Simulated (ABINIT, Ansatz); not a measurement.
# TlBiSe3 (Pm-3m): zone-centre phonons, part 4 of 4

Which modes does TlBiSe3 (Pm-3m) have at the zone centre?

ABINIT 10.8.3; DFT LDA, scalar-relativistic, plane waves, HGH norm-conserving pseudopotentials.

So far. Step 4 (Zone-centre response): The acoustic modes at Γ come out as far as 1.7 cm⁻¹ from zero, where they should vanish, a small numerical error. The lowest optical mode is imaginary, 82i cm⁻¹, an instability at this level and on this k mesh. Step 5 (Zone-centre analysis): The rule moves no optical mode by more than 0.2 cm⁻¹.

The structure was built from a prototype and need not be the compound's stable phase.

## (6) Cross-check with Ansatz

The same cell goes through another code, with its own cutoff. The potentials differ.

This step: DFT LDA, scalar-relativistic, plane waves, PseudoDojo norm-conserving pseudopotentials (Ansatz 0.2.0).

Input file input.yaml:

```yaml
crystal:
  lattice:
    - [5.3950096139, 0.0, 0.0]
    - [0.0, 5.3950096139, 0.0]
    - [0.0, 0.0, 5.3950096139]
  atoms:
    - { symbol: Tl, position: [0.0, 0.0, 0.0] }
    - { symbol: Bi, position: [0.5, 0.5, 0.5] }
    - { symbol: Se, position: [0.5, 0.5, 0.0] }
    - { symbol: Se, position: [0.5, 0.0, 0.5] }
    - { symbol: Se, position: [0.0, 0.5, 0.5] }
kpoints:
  mp_grid: { grid: [6, 6, 6] }
hamiltonian:
  xc: lda
  pseudopotentials: { kind: nc, accuracy: standard }
scf:
  occupations: { method: methfessel_paxton, width: 0.27211 }
output:
  eigenvalues: true
phonons:
  method: dfpt
```

Run with:

```
$ ansatz run input.yaml --threads 4 --pin off --max-ram 8192MiB --backend cpu --events-out ev --progress --plain --runs-dir out
```

Output:

```text
zone centre: on kpoints.mp_grid the ground state, and the responses unless they are solved on pairs of k-points, stand on 64 of the mesh's 216 k-points, reduced under 8 symmetry operations, with k and −k counted as one. Each operation leaves every solved displacement unchanged or reverses it
Engine: ansatz 0.2.0, x86_64-unknown-linux-gnu
Pseudopotentials: kind: nc
Pseudopotential: Tl, nc, valence charge 13, recommended cutoff 843.552974 eV (normal), Tl.nc.azcp (PseudoDojo's, or run here from an input of PseudoDojo's; its table is named by hamiltonian.pseudopotentials.accuracy)
Pseudopotential: Bi, nc, valence charge 15, recommended cutoff 952.398519 eV (normal), Bi.nc.azcp (PseudoDojo's, or run here from an input of PseudoDojo's; its table is named by hamiltonian.pseudopotentials.accuracy)
Pseudopotential: Se, nc, valence charge 16, recommended cutoff 1170.089609 eV (normal), Se.nc.azcp (PseudoDojo's, or run here from an input of PseudoDojo's; its table is named by hamiltonian.pseudopotentials.accuracy)
Functional definition: SPW92
  exchange = slater_x
  correlation = pw_c
Crystal: 5 atoms, lattice volume = 157.028 Å³
Basis set: ecut = 1170.089609 eV, 14243 PW (Γ), exchange–correlation on 128×128×128 points (8 copies of the dense FFT grid, shifted against one another)
Bands: 46, of which v1, the nominal top of the filled ones, is band 38 counted from 1 (37 counted from 0)
Symmetry: 48 space group operations
k-points: 64 of 216 (irreducible under 8 space group operations)
Non-local potential: Tl, projectors of the file, l = 0: 2, l = 1: 2, l = 2: 2
Non-local potential: Bi, projectors of the file, l = 0: 2, l = 1: 2, l = 2: 2, l = 3: 2
Non-local potential: Se, projectors of the file, l = 0: 2, l = 1: 2, l = 2: 2
Initial density: superposition of atomic densities (chi_scale 0.1, normalization cell, long waves kept (reshape's long-wave potential 0.03 eV rms))
Initial wavefunctions: pseudopotential atomic-orbital guess
Functional: x = slater, c = lda
SCF iter   1: F=—  HF=-13766.303719 eV  |F-HF|=—  |Δ(HF+E_count)|=         —  Δρ=3.51e-2  dr2=3.50e0  ethr=3.10e-3  ⟨swp⟩=6.8  Hψ=11214  notcnv=0
preconditioner: auto → LDOS  [metal: Δε(μ)=0.124 eV  Ē_g=11.146 eV  σ=0.272 eV  W_gap=0.37  n_scr=32 (ndim 8)  ℏωp=17.8 eV  f_vac=0.036  D(μ)=3.83/eV (n_scr^D=26)  β→1.0]
SCF iter   2: F=—  HF=-13765.148546 eV  |F-HF|=—  |Δ(HF+E_count)|=    1.16e0  S|Δr|=    0.00e0  Δρ=2.02e-2  dr2=5.77e-1  ethr=3.10e-3  ⟨swp⟩=3.4  Hψ=5340  notcnv=0  defer=127
SCF iter   3: F=—  HF=-13764.918922 eV  |F-HF|=—  |Δ(HF+E_count)|=   2.30e-1  S|Δr|=    0.00e0  Δρ=5.63e-3  dr2=3.65e-2  ethr=7.60e-4  ⟨swp⟩=2.2  Hψ=4780  notcnv=0  defer=127
SCF iter   4: F=—  HF=-13764.904900 eV  |F-HF|=—  |Δ(HF+E_count)|=   1.40e-2  S|Δr|=    0.00e0  Δρ=1.23e-3  dr2=1.40e-3  ethr=4.80e-5  ⟨swp⟩=2.1  Hψ=4227  notcnv=0  defer=127
SCF iter   5: F=—  HF=-13764.904438 eV  |F-HF|=—  |Δ(HF+E_count)|=   4.62e-4  S|Δr|=    0.00e0  Δρ=1.72e-4  dr2=2.72e-5  ethr=1.85e-6  ⟨swp⟩=2.2  Hψ=5260  notcnv=0  defer=127
SCF iter   6: F=—  HF=-13764.904426 eV  |F-HF|=—  |Δ(HF+E_count)|=   1.25e-5  S|Δr|=    0.00e0  Δρ=2.20e-5  dr2=5.15e-7  ethr=3.58e-8  ⟨swp⟩=2.1  Hψ=4088  notcnv=0  defer=127
SCF iter   7: F=—  HF=-13764.905003 eV  |F-HF|=—  |Δ(HF+E_count)|=   5.77e-4  S|Δr|=    0.00e0  Δρ=6.79e-6  dr2=3.98e-8  ethr=6.78e-10  ⟨swp⟩=2.4  Hψ=5335  notcnv=0  defer=127
SCF iter   8: F=—  HF=-13764.905003 eV  |F-HF|=—  |Δ(HF+E_count)|=   1.18e-8  S|Δr|=    0.00e0  Δρ=1.60e-6  dr2=9.15e-10  ethr=5.24e-11  ⟨swp⟩=2.1  Hψ=5145  notcnv=0  defer=127
SCF iter   9: F=—  HF=-13764.905003 eV  |F-HF|=—  |Δ(HF+E_count)|=  4.29e-10  S|Δr|=    0.00e0  Δρ=2.70e-7  dr2=3.64e-11  ethr=1.20e-12  ⟨swp⟩=2.1  Hψ=5281  notcnv=0  defer=127
SCF iter  10: F=-13764.905003 eV  HF=-13764.905003 eV  |F-HF|=0.00e0  |Δ(HF+E_count)|=  1.27e-11  S|Δr|=    0.00e0  Δρ=2.84e-8  dr2=6.06e-13  ethr=1.00e-12  ⟨swp⟩=16.9  Hψ=18905  notcnv=0
SCF 1 converged in 10 iterations: F = -13764.905003 eV  dr2 = 6.06e-13
DFPT response loops at Γ: preconditioner auto → Kerker (q_TF=auto, 2.417 Å⁻¹) (partly filled bands, converged f_vac=0.040); β = 1.00, the filter's whole step (`scf.mixing.beta` (0.50) is not read by the response loops under this deck's `scf.mixing.preconditioner`; to damp them name `kerker` or `kerker_dos`, under which they read `scf.mixing.beta`, and type it under 1.00, their step now; both keys bind the ground state too); Broyden in place of MSR1
SCF converged after 10 iterations
Stability not checked: this state was not tested for a lower state beside it, because cold or Methfessel-Paxton smearing, or corrected tetrahedra, fill the levels in a way that the test cannot read (fill_not_monotonic; see scf.lower_state_search)
Free energy (F): -13764.905003 eV
Harris-Foulkes:  -13764.905003 eV  (|F-HF|=0.00e0)
Internal energy: -13764.898926 eV  (E = F + TS)
E sigma→0 (E₀):  -13764.903484 eV
Entropy (-TS):   -0.006077 eV (-1.215 meV/atom)
Fermi energy:    6.569875 eV
Step filling:    the computed levels leave a gap of 0.0000 eV = 0.0 smearing widths at the electron count; against every level under it full and every level over it empty, smearing changes F+E_penalty+E_count by -3.206 meV and its σ→0 estimate by -1.686 meV
--- Per-component energies (eV) ---
  E_band       = -1372.912665
  E_kinetic    = 8310.540210
  E_local      = -11206.115439  (includes V_loc(G=0)·N_el)
  E_nonlocal   = -4858.596152
  E_hartree    = 4191.537052
  E_xc         = -3036.382324
  E_vxc        = -2001.815458  (∫ρ·V_xc dr)
  E_ewald      = -7165.882273
  E_smearing   = -0.006077  (= −TS)
  E_closure    = -0.000000  (closes the sum)
  Σ components = -13764.905003   (vs F -13764.905003, Δ=0.00e0)
--- Band table (eV; the first three rows and the last of 64) ---
  k-point 0: bands = [... 34 lower, 5.7847, 5.7847, 5.9758, 5.9758, 5.9758, 11.3640, 11.3640, 11.3640, ... 4 higher]
  k-point 1: bands = [... 34 lower, 5.6896, 5.9020, 5.9510, 5.9510, 6.0235, 10.4711, 11.0728, 11.0728, ... 4 higher]
  k-point 2: bands = [... 34 lower, 5.4126, 5.7647, 6.0029, 6.0029, 6.5135, 9.3159, 10.7146, 10.7146, ... 4 higher]
  k-point 63: bands = [... 34 lower, 5.7339, 7.0410, 7.0410, 7.0410, 7.6405, 7.6405, 7.6405, 8.4276, ... 4 higher]
--- Phonons (Γ-DFPT): 4 representative perturbations + reference, on 64 of 216 k-points (Σ response iterations 13) ---
  k mesh reduced under 8 symmetry operations, with k and −k counted as one. Each operation leaves every solved displacement unchanged or reverses it
  ASR residual: 7.517e-5 → 0.000e0 eV/Å²; symmetrization residual: 8.284e-5 eV/Å²
  ASR residual per site (eV/Å²): 5.01e-5 2.82e-5 7.52e-5 7.52e-5 7.52e-5
  Γ frequencies (cm⁻¹): -74.49 -74.49 -74.49 -63.47 -63.47 -63.47 -25.48 -25.48 -25.48 0.00 0.00 0.00 165.04 165.04 165.04
  non-analytic LO–TO correction: not included (Born effective charges unavailable; polar crystals: no LO–TO splitting at Γ)
```

Wall time 3.2 min (4 threads of Intel Xeon at 2.70GHz, shared host); peak memory 5.2 GiB; 12 min of CPU time.

Numbers from this step:

- sum-rule residual before enforcement: 7.52e-5 eV/Å²
- highest optical zone-centre mode (no LO-TO term): 165.0 cm⁻¹
- lowest optical zone-centre mode: -74.49 cm⁻¹

## (7) Side by side: ABINIT HGH and Ansatz, PseudoDojo

Worked out from the results:

* root-mean-square difference: 9.21 cm⁻¹
* largest difference: 14.8 cm⁻¹

Optical modes, paired by symmetry label. Frequencies side by side, by row:

| q (reciprocal lattice) | mode | ABINIT HGH (cm⁻¹) | Ansatz, PseudoDojo (cm⁻¹) |
| --- | --- | --- | --- |
| 0 0 0 | 1 | -82.3 | -74.5 |
| 0 0 0 | 2 | -82.3 | -74.5 |
| 0 0 0 | 3 | -82.3 | -74.5 |
| 0 0 0 | 4 | -70.1 | -63.5 |
| 0 0 0 | 5 | -70.1 | -63.5 |
| 0 0 0 | 6 | -70.1 | -63.5 |
| 0 0 0 | 7 | -29.5 | -25.5 |
| 0 0 0 | 8 | -29.5 | -25.5 |
| 0 0 0 | 9 | -29.5 | -25.5 |
| 0 0 0 | 13 | 150.2 | 165 |
| 0 0 0 | 14 | 150.2 | 165 |
| 0 0 0 | 15 | 150.2 | 165 |

At the zone centre the largest difference (acoustic modes at Γ apart) is 10 % of the highest mode.

## (8) Summary of results

```json
{
 "space group after relaxation": "Pm-3m",
 "volume per atom": "31.4 Å³",
 "highest optical zone-centre mode (no LO-TO term)": "150.2 cm⁻¹",
 "lowest optical zone-centre mode": "-82.3 cm⁻¹",
 "imaginary optical modes at the zone centre (no q mesh in this session)": "yes",
 "largest difference from Ansatz, PseudoDojo": "14.8 cm⁻¹"
}
```

What this shows: At the LDA level the optical modes of TlBiSe3 (Pm-3m) at the zone centre run from 82i to 150 cm⁻¹, so the structure is a saddle point, with 9 modes beyond 10i cm⁻¹ there. On other potentials, and in a cell that was not relaxed for them, the second run differs strongly on some modes. The base run prints -0.79 GPa, mostly the error of a finite basis; the relaxation, with a smoothed and higher cutoff, had brought the cell to rest. ABINIT HGH and Ansatz, PseudoDojo differ by 9.2 cm⁻¹ in the root mean square and by 14.8 cm⁻¹ at most, 9.9 % of the highest mode compared (acoustic modes at Γ left out); the two use different potentials, and the cell was not relaxed for the second set. These are harmonic frequencies at zero temperature: anharmonic shifts and linewidths and thermal expansion are left out. Spin-orbit coupling is left out, which can matter for the heavy elements here. The HGH files keep few electrons and have no core correction, which is cheap but rough for Bi and Tl. In a metal the frequencies hang on the k mesh and the smearing, most of all near Kohn anomalies. The structure is a hypothetical one, built on a prototype.

[Host names and launcher messages were left out of these logs when they were recorded.]

[Logs are printed without paths, hosts, clocks, repeated set-up lines and the standing remarks that a program may print on its own settings, such as how far it seeks lower states.]

[Hosts, paths, dates, database ids (printed as entryN), source tags and the programs' standing remarks are cut or masked in the printed files.]
